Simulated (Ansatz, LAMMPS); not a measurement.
## Glassy CaAl2Si2O8 (91 atoms): geometry optimisation

Aim: bring glassy CaAl2Si2O8 (91 atoms) to a nearby minimum of the energy and see what moves.

Main program and level: Ansatz 0.2.0; Kohn-Sham DFT, r2SCAN, PAW (set soft_2), plane waves.

**Experiments to compare with.** A Ca0.25Al0.5Si0.5O2 glass plate was measured by high-energy x-ray diffraction at 20 K and the Si-O distance was fitted in the PDF (“Polyhedral units and network connectivity in calcium aluminosilicate glasses from high-energy x-ray diffraction”, 2000, arxiv:cond-mat/0007490): nearest Si–O distance 1.6 Å; number of O about Si 3.85; nearest Al–O distance 1.75 Å; number of O about Al 4; nearest Ca–O distance 2.36 Å (by high-energy XRD, Gaussian fit to PDF); number of O about Ca 5.2 (by high-energy XRD, Gaussian fit to PDF).

## 1. Starting point

The cell holds 91 atoms: 14 Al, 7 Ca, 56 O and 14 Si. Its edges and angles: a = 10.609 Å, b = 10.609 Å, c = 10.609 Å, α = 90.0°, β = 90.0°, γ = 90.0°. 91 atoms (14 Al, 7 Ca, 56 O, 14 Si) placed at random at 2.71 g/cm³, melted at 4500 K for 20 ps at fixed volume with the Morse and Coulomb pair potential with partial charges (Pedone, Malavasi, Menziani, Cormack and Segre, J. Phys. Chem. B 110, 11780 (2006)). Quenched from 4500 K to 300 K at 10 K/ps and fixed volume, held 5 ps.

Limits known from the start: The quench rate of 10 K/ps far exceeds what a furnace or splat quench reaches, so expect more defects and frozen-in strain than in a real sample. The network of bonds at the start is that of the classical potential that made the cell. The Brillouin zone is sampled at Γ only, in a cell whose shortest periodic width is 11 Å.

## 2. The classical run that made the cell

A classical potential supplies the starting structure, since it reaches far longer times than DFT.

This step: classical MD, Morse and Coulomb pair potential with partial charges (Pedone, Malavasi, Menziani, Cormack and Segre, J. Phys. Chem. B 110, 11780 (2006)) (LAMMPS 22 Jul 2025 - Update 4).

File in.lmp:

```
# melt-quench of Al14Ca7O56Si14
units metal
atom_style charge
boundary p p p
region box block 0 10.6093 0 10.6093 0 10.6093
create_box 4 box
mass 1 26.9815   # Al
mass 2 40.0780   # Ca
mass 3 15.9990   # O
mass 4 28.0850   # Si
create_atoms 1 random 14 885975 NULL overlap 1.5 maxtry 2000
create_atoms 2 random 7 885982 NULL overlap 1.5 maxtry 2000
create_atoms 3 random 56 885989 NULL overlap 1.5 maxtry 2000
create_atoms 4 random 14 885996 NULL overlap 1.5 maxtry 2000
pair_style hybrid/overlay pedone 5.5 coul/long 8.0
pair_coeff * * coul/long
pair_coeff 1 3 pedone 0.361581 1.900442 2.164818 0.9   # Al-O
pair_coeff 2 3 pedone 0.030211 2.241334 2.923245 5   # Ca-O
pair_coeff 3 3 pedone 0.042395 1.379316 3.618701 22   # O-O
pair_coeff 3 4 pedone 0.340554 2.006700 2.100000 1   # Si-O
set type 1 charge 1.8
set type 2 charge 1.2
set type 3 charge -1.2
set type 4 charge 2.4
kspace_style pppm 1.0e-4
neigh_modify delay 0 every 1 check yes
thermo_style custom step time temp pe press density
thermo_modify norm yes
timestep 0.002
thermo 100
min_style cg
minimize 1e-4 1e-4 200 2000
reset_timestep 0
velocity all create 4500 885976 mom yes dist gaussian
# [... 11 lines left out ...]
fix md all nvt temp 4500 300 0.2
run 210000 post no
unfix md
thermo 1250
fix md all nvt temp 300 300 0.2
run 2500 post no
unfix md
write_dump all custom glass.dump id type xs ys zs modify sort id
```

Command:

```
lmp -in in.lmp -log none -nocite
```

Output:

```text
LAMMPS (22 Jul 2025 - Update 4)
Created orthogonal box = (0 0 0) to (10.6093 10.6093 10.6093)
Created 14 atoms
Created 7 atoms
Created 56 atoms
Created 14 atoms
PPPM initialization ...
  G vector (1/distance) = 0.38490072
  grid = 12 12 12
  estimated relative force accuracy = 5.0116827e-05
   Step          Time           Temp          PotEng         Press         Density
         0   0              0             -0.57601283     728244.11      2.7080004
        84   0.168          0             -14.37855      -6481.9818      2.7080004
Loop time of 0.0616775 s on 1 MPI rank(s) for 84 steps with 91 atoms
Minimization stats:
  Stopping criterion = energy tolerance
[... 17 lines left out ...]
[... 1 line left out ...]
Loop time of 4.61651 s on 1 MPI rank(s) for 10000 steps with 91 atoms
   Step          Time           Temp          PotEng         Press         Density
[... 12 lines left out ...]
Loop time of 91.7294 s on 1 MPI rank(s) for 210000 steps with 91 atoms
   Step          Time           Temp          PotEng         Press         Density
    221000   442            285.32007     -14.488594     -70.046739      2.7080004
    221250   442.5          362.25298     -14.486388     -17706.161      2.7080004
    222500   445            357.40038     -14.488881     -9285.7549      2.7080004
    223500   447            340.81178     -14.4909       -11646.566      2.7080004
Loop time of 1.01561 s on 1 MPI rank(s) for 2500 steps with 91 atoms
```

It took 98 s on 1 thread of Arm Neoverse V1, shared host; peak memory 0.068 GiB.

## 3. Single point at the start

A single point comes first, to see the forces before anything moves.

File input.yaml:

```yaml
crystal:
  lattice:
    - [10.6093, 0.0, 0.0]
    - [0.0, 10.6093, 0.0]
    - [0.0, 0.0, 10.6093]
  atoms:
    - { symbol: Al, position: [0.8551, 0.97511, 0.86452] }
    - { symbol: Al, position: [0.92946, 0.76534, 0.35913] }
    - { symbol: Al, position: [0.06229, 0.21441, 0.78602] }
    - { symbol: Al, position: [0.86052, 0.28995, 0.1355] }
    - { symbol: Al, position: [0.12728, 0.32407, 0.06604] }
    - { symbol: Al, position: [0.29843, 0.02504, 0.85049] }
    - { symbol: Al, position: [0.81215, 0.48107, 0.38252] }
    - { symbol: Al, position: [0.49354, 0.72802, 0.19837] }
    - { symbol: Al, position: [0.84468, 0.27991, 0.85457] }
    - { symbol: Al, position: [0.20973, 0.57549, 0.655] }
    - { symbol: Al, position: [0.89423, 0.71102, 0.83523] }
    - { symbol: Al, position: [0.92739, 0.46964, 0.64989] }
    - { symbol: Al, position: [0.56442, 0.92302, 0.88849] }
    - { symbol: Al, position: [0.19971, 0.15588, 0.49315] }
    - { symbol: Ca, position: [0.62465, 0.10257, 0.65682] }
    - { symbol: Ca, position: [0.86973, 0.57042, 0.08413] }
    - { symbol: Ca, position: [0.40579, 0.85879, 0.60575] }
    - { symbol: Ca, position: [0.70614, 0.78749, 0.64253] }
    - { symbol: Ca, position: [0.30018, 0.49412, 0.22372] }
    - { symbol: Ca, position: [0.08258, 0.92635, 0.64838] }
    - { symbol: Ca, position: [0.35246, 0.9963, 0.25555] }
    - { symbol: O, position: [0.29763, 0.31246, 0.11072] }
    - { symbol: O, position: [0.16829, 0.08581, 0.77124] }
    - { symbol: O, position: [0.07326, 0.51827, 0.56548] }
    - { symbol: O, position: [0.59436, 0.82046, 0.28399] }
    - { symbol: O, position: [0.2596, 0.01134, 0.5401] }
    - { symbol: O, position: [0.85978, 0.60758, 0.68851] }
    - { symbol: O, position: [0.18162, 0.62995, 0.38434] }
    - { symbol: O, position: [0.8243, 0.14362, 0.59324] }
    - { symbol: O, position: [0.93108, 0.75536, 0.1975] }
    - { symbol: O, position: [0.93639, 0.59318, 0.38345] }
    - { symbol: O, position: [0.54731, 0.76165, 0.85351] }
    - { symbol: O, position: [0.56311, 0.64608, 0.06151] }
    - { symbol: O, position: [0.26357, 0.86559, 0.89221] }
    - { symbol: O, position: [0.31677, 0.26651, 0.51825] }
    - { symbol: O, position: [0.132, 0.85867, 0.09359] }
    - { symbol: O, position: [0.97694, 0.99394, 0.21076] }
    - { symbol: O, position: [0.12803, 0.29674, 0.91067] }
    - { symbol: O, position: [0.94372, 0.34015, 0.73951] }
    - { symbol: O, position: [0.25646, 0.64562, 0.01867] }
    - { symbol: O, position: [0.79614, 0.8408, 0.41371] }
    - { symbol: O, position: [0.10742, 0.40003, 0.34425] }
    - { symbol: O, position: [0.10181, 0.48424, 0.06748] }
    - { symbol: O, position: [0.70415, 0.9609, 0.80023] }
    - { symbol: O, position: [0.52973, 0.68079, 0.55092] }
    - { symbol: O, position: [0.45704, 0.00632, 0.79061] }
    - { symbol: O, position: [0.38486, 0.82647, 0.10995] }
    - { symbol: O, position: [0.47184, 0.28179, 0.94855] }
    - { symbol: O, position: [0.6101, 0.97901, 0.03579] }
    - { symbol: O, position: [0.91552, 0.85062, 0.76469] }
    - { symbol: O, position: [0.926, 0.17891, 0.37291] }
    - { symbol: O, position: [0.32488, 0.48422, 0.6243] }
    - { symbol: O, position: [0.6686, 0.03162, 0.28374] }
    - { symbol: O, position: [0.59707, 0.94269, 0.50811] }
    - { symbol: O, position: [0.57142, 0.49646, 0.86236] }
    - { symbol: O, position: [0.86135, 0.37428, 0.50588] }
    - { symbol: O, position: [0.48303, 0.31226, 0.70569] }
    - { symbol: O, position: [0.21202, 0.73044, 0.59377] }
    - { symbol: O, position: [0.75274, 0.17075, 0.10772] }
    - { symbol: O, position: [0.31777, 0.09266, 0.99651] }
    - { symbol: O, position: [0.89728, 0.90475, 0.00203] }
    - { symbol: O, position: [0.68813, 0.2744, 0.81654] }
    - { symbol: O, position: [0.06133, 0.83709, 0.42591] }
    - { symbol: O, position: [0.14909, 0.56381, 0.80424] }
    - { symbol: O, position: [0.31625, 0.82627, 0.37957] }
    - { symbol: O, position: [0.50408, 0.43211, 0.48297] }
    - { symbol: O, position: [0.49554, 0.14923, 0.15178] }
    - { symbol: O, position: [0.4619, 0.60624, 0.31964] }
    - { symbol: O, position: [0.82938, 0.40986, 0.24038] }
    - { symbol: O, position: [0.75872, 0.65475, 0.90738] }
    - { symbol: O, position: [0.05576, 0.19627, 0.56386] }
    - { symbol: O, position: [0.01105, 0.66853, 0.94747] }
    - { symbol: O, position: [0.91407, 0.13137, 0.8583] }
    - { symbol: O, position: [0.15415, 0.12265, 0.33103] }
    - { symbol: O, position: [0.68849, 0.56641, 0.40766] }
    - { symbol: O, position: [0.8685, 0.37087, 0.98871] }
    - { symbol: O, position: [0.0246, 0.22501, 0.1427] }
    - { symbol: Si, position: [0.02234, 0.13034, 0.26642] }
    [... 7 atom lines left out ...]
    - { symbol: Si, position: [0.26272, 0.80156, 0.0254] }
    - { symbol: Si, position: [0.91492, 0.21659, 0.51854] }
    - { symbol: Si, position: [0.20261, 0.772, 0.44604] }
    - { symbol: Si, position: [0.40918, 0.36403, 0.57853] }
    - { symbol: Si, position: [0.55419, 0.34606, 0.83907] }
    - { symbol: Si, position: [0.54539, 0.5776, 0.44217] }
kpoints:
  mp_grid: { grid: [1, 1, 1] }
hamiltonian:
  xc: r2scan
scf:
  occupations: { method: fixed }
output:
  forces: true
  stress: true
  populations: true
  dos:
    method: { smearing: { sigma: 0.15 } }
    de: 0.1
    projected: { site_lists: { Al: [Al], Ca: [Ca], O: [O], Si: [Si] } }
  eigenvalues: true
```

Command:

```
ansatz run input.yaml --threads 4 --pin off --max-ram 8192MiB --backend cpu --events-out ev --progress --plain --runs-dir out
```

Output:

```text
Engine: ansatz 0.2.0, aarch64-unknown-linux-gnu
Pseudopotentials: kind: paw
Pseudopotential: Al, paw, valence charge 3, recommended cutoff 500 eV (meta_gga), Al.paw.azcp
Pseudopotential: Ca, paw, valence charge 10, recommended cutoff 500 eV (meta_gga), Ca.paw.azcp
Pseudopotential: O, paw, valence charge 6, recommended cutoff 500 eV (meta_gga), O.paw.azcp
Pseudopotential: Si, paw, valence charge 4, recommended cutoff 500 eV (meta_gga), Si.paw.azcp
[... 6 lines on functional and potentials left out ...]
Crystal: 91 atoms, lattice volume = 1194.154 Å³
Basis set: ecut = 500 eV, 30551 PW (Γ), exchange–correlation on 320×320×320 points (64 copies of the dense FFT grid, shifted against one another)
Bands: 343, of which v1, the nominal top of the filled ones, is band 252 counted from 1 (251 counted from 0)
Symmetry: 1 space group operations
Space group: P1 (ITA 1), of the structure as read, at distance tolerance 1.1e-4 Å
k-points: 1
[... 13 lines on functional and potentials left out ...]
Initial density: superposition of atomic densities (neutral atoms: chi_scale 0, normalization atom), corrected by the library's trained network
Initial wavefunctions: pseudopotential atomic-orbital guess
Functional: x = r2scan, c = r2scan; τ floored in thin density (d = 2e-4 eV/Å³)
SCF iter   1: F=—  HF=-61233.312270 eV  |F-HF|=—  |Δ(HF+E_count)|=         —  Δρ=7.82e-3  dr2=8.11e-1  dr2_τ=6.65e0  ethr=1.77e-3  ⟨swp⟩=6.0  Hψ=1323  notcnv=0  defer=86
preconditioner: auto → Resta (q_TF=auto, 2.363 Å⁻¹)  ε∞=2.9  [insulator: Δε(μ)=4.023 eV  Ē_g=17.182 eV  n_scr=250 (ndim 8)  ℏωp=23.8 eV  f_vac=0.115  ε∞_Penn≈2.9]
SCF iter   2: F=—  HF=-61236.063133 eV  |F-HF|=—  |Δ(HF+E_count)|=    2.75e0  Δρ=4.71e-3  dr2=1.71e-1  dr2_τ=1.99e-2  ethr=1.61e-4  ⟨swp⟩=3.0  Hψ=647  notcnv=0  defer=89
SCF iter   3: F=—  HF=-61236.041470 eV  |F-HF|=—  |Δ(HF+E_count)|=   2.17e-2  Δρ=1.46e-3  dr2=2.19e-2  dr2_τ=3.11e-3  ethr=3.39e-5  ⟨swp⟩=4.0  Hψ=436  notcnv=0  defer=89
SCF iter   4: F=—  HF=-61236.038778 eV  |F-HF|=—  |Δ(HF+E_count)|=   2.69e-3  Δρ=6.07e-4  dr2=3.38e-3  dr2_τ=6.95e-4  ethr=4.34e-6  ⟨swp⟩=3.0  Hψ=435  notcnv=0  defer=89
SCF iter   5: F=—  HF=-61236.038267 eV  |F-HF|=—  |Δ(HF+E_count)|=   5.11e-4  Δρ=1.55e-4  dr2=2.38e-4  dr2_τ=2.87e-5  ethr=6.70e-7  ⟨swp⟩=2.0  Hψ=434  notcnv=0  defer=89
SCF iter   6: F=—  HF=-61236.038365 eV  |F-HF|=—  |Δ(HF+E_count)|=   9.81e-5  Δρ=7.56e-5  dr2=5.99e-5  dr2_τ=8.56e-6  ethr=4.73e-8  ⟨swp⟩=2.0  Hψ=578  notcnv=0  defer=89
SCF iter   7: F=—  HF=-61236.038345 eV  |F-HF|=—  |Δ(HF+E_count)|=   2.07e-5  Δρ=1.87e-5  dr2=4.16e-6  dr2_τ=4.41e-7  ethr=1.19e-8  ⟨swp⟩=2.0  Hψ=441  notcnv=0  defer=88
SCF iter   8: F=—  HF=-61236.038347 eV  |F-HF|=—  |Δ(HF+E_count)|=   1.97e-6  Δρ=1.00e-5  dr2=1.16e-6  dr2_τ=1.21e-7  ethr=8.25e-10  ⟨swp⟩=2.0  Hψ=501  notcnv=0  defer=88
SCF iter   9: F=—  HF=-61236.038347 eV  |F-HF|=—  |Δ(HF+E_count)|=   6.04e-8  Δρ=2.84e-6  dr2=1.03e-7  dr2_τ=1.08e-8  ethr=2.30e-10  ⟨swp⟩=2.0  Hψ=442  notcnv=0  defer=88
SCF iter  10: F=-61236.038347 eV  HF=-61236.038347 eV  |F-HF|=9.83e-9  |Δ(HF+E_count)|=   4.99e-8  Δρ=1.49e-6  dr2=2.56e-8  dr2_τ=3.12e-9  ethr=1.98e-11  ⟨swp⟩=20.0  Hψ=2737  notcnv=0
SCF 1 converged in 10 iterations: F = -61236.038347 eV  dr2 = 2.56e-8
  greatest PAW one-centre occupation: 0.995 electrons in one spin orbital (limit 2), on the Ca atom at site 14 (counted from 0), in its partial waves of l = 0
SCF converged after 10 iterations
Free energy (F): -61236.038347 eV
Harris-Foulkes:  -61236.038347 eV  (|F-HF|=9.83e-9)
Internal energy: -61236.038347 eV  (E = F + TS)
E sigma→0 (E₀):  -61236.038347 eV
Fermi energy:    4.519359 eV
--- Per-component energies (eV) ---
  E_band       = -2767.377939
  E_kinetic    = 13011.291270
  E_local      = -33329.429156  (includes V_loc(G=0)·N_el)
  E_nonlocal   = 3561.134881
  E_hartree    = 12320.008907
  E_xc         = -6376.451300
  E_vxc        = -8536.845256  (∫ρ·V_xc dr)
  E_paw        = -28956.282608  (= ΣΔE_a)
  E_vpaw       = -2648.185433  (= ΣTr[D̂ρ^β])
  E_aug_tail   = 0.059313  (compensation charges beyond the density's cutoff)
  E_vtau       = 534.588231  (kinetic-family band-sum trace: ∫τ·v_τ [+ j·A + Jᵃ·Aᵃ] dr)
  E_ewald      = -21461.124732
  E_core_change = -5.244923  (= ΣΔE_core)
  E_smearing   = -0.000000  (= −TS)
  E_closure    = -0.000000  (closes the sum)
  Σ components = -61236.038347   (vs F -61236.038347, Δ=0.00e0)
--- Forces (eV/Å), atoms counted from 1 ---
  atom   1  Al     0.16184542     0.47803282    -0.22862371
  atom   2  Al    -0.35533653    -0.14098190     0.52383690
  atom   3  Al     0.82808367    -0.68978310     0.82694693
  atom   4  Al    -1.09584036     0.43590800    -1.06099148
  atom   5  Al     1.54982677    -0.47994838    -1.63444455
  atom   6  Al    -0.07485495    -0.01801498     0.00685940
  atom   7  Al     1.42941665    -2.42556684    -0.17998324
  atom   8  Al     1.47837730    -0.56051279    -0.30600318
  atom   9  Al    -1.15153830     0.56494956     1.50447393
  atom  10  Al    -2.46382207     0.88328013     0.67356102
  atom  11  Al     0.57396237    -3.02272816    -0.33420751
  atom  12  Al     0.31227161     0.44353360    -2.03959343
  atom  13  Al     0.89562808     0.39128308    -0.00739139
  atom  14  Al     0.76228285    -0.62894991    -0.30497232
[...]
atom  90  Si     0.55891651    -0.07862299    -0.81907394
  atom  91  Si    -0.98078280    -0.02371323     1.80778272
  max |Σ_I F_I| component: 1.78e-4 eV/Å
--- Stress (GPa, compression-positive) ---
        2.880452       0.945128      -2.073631
        0.945169       1.212617       0.108145
       -2.073626       0.108173       1.994661
  P = ⅓ Tr σ = 2.0292 GPa (20.292 kbar)
--- Band table (eV) ---
  k-point 0: bands = ["-37.2814", "-37.1642", "-36.6437", "-36.4176", [... 327 levels ...], "13.9296", "13.9824", "14.0490", "14.1351", "14.1793", "14.2470", "14.2563", "14.3659", "14.4126", "14.4442", "14.5343", "14.5761"]
--- Löwdin populations: 91 sites ---
  site symbol       q [e]
     0     Al      1.6156
     1     Al      1.5840
     2     Al      1.6133
[...]
90     Si      2.2139
  spilling = 0.011998 (of n_electrons = 504.000000)
```

Elapsed: 61 s, on 4 threads of Arm Neoverse V1, shared host; peak memory 3.1 GiB.

The column dr2 measures how far the density is from self-consistency, as an energy; F and HF (Harris–Foulkes) agree once it is small.

The run gave:

* free energy: -61236.0383 eV
* free energy per atom: -672.9235 eV/atom
* SCF cycles: 10
* pressure: 2.029 GPa
* r.m.s. force component: 1.169 eV/Å
* longest force: 6.284 eV/Å
* Fermi energy: 4.519 eV
* gap (highest filled to lowest empty level): 3.748 eV
* spilling of the projection: 0.012

The r.m.s. force component of 1.2 eV/Å and the pressure of 2.0 GPa set the starting point.

Neighbours are counted within 2.19 Å (O-Al), 2.12 Å (O-Si), 2.93 Å (O-Ca).

Length of the force by element and coordination:

```tsv
element	coordination	atoms	mean length of the force (eV/Å)	spread	least	most
Al	all	14	1.63	0.883	0.0773	3.09
Ca	all	7	0.823	0.301	0.272	1.24
Ca	4	1	0.928	0	0.928	0.928
Ca	5	1	0.542	0	0.542	0.542
Ca	6	4	0.814	0.354	0.272	1.24
Ca	7	1	1.03	0	1.03	1.03
O	all	56	1.70	1.02	0.486	6.28
O	2	22	1.99	1.28	0.650	6.28
O	3	28	1.50	0.763	0.486	3.46
O	4	6	1.55	0.641	0.808	2.33
Si	all	14	2.39	1.18	0.954	5.33
```

[end of part 1 of 4]

[Logs are printed without paths, hosts, clocks, repeated set-up lines and the standing remarks that a program may print on its own settings, such as how far it seeks lower states.]

[Hosts, paths, dates, database ids (printed as entryN), source tags and the programs' standing remarks are cut or masked in the printed files.]
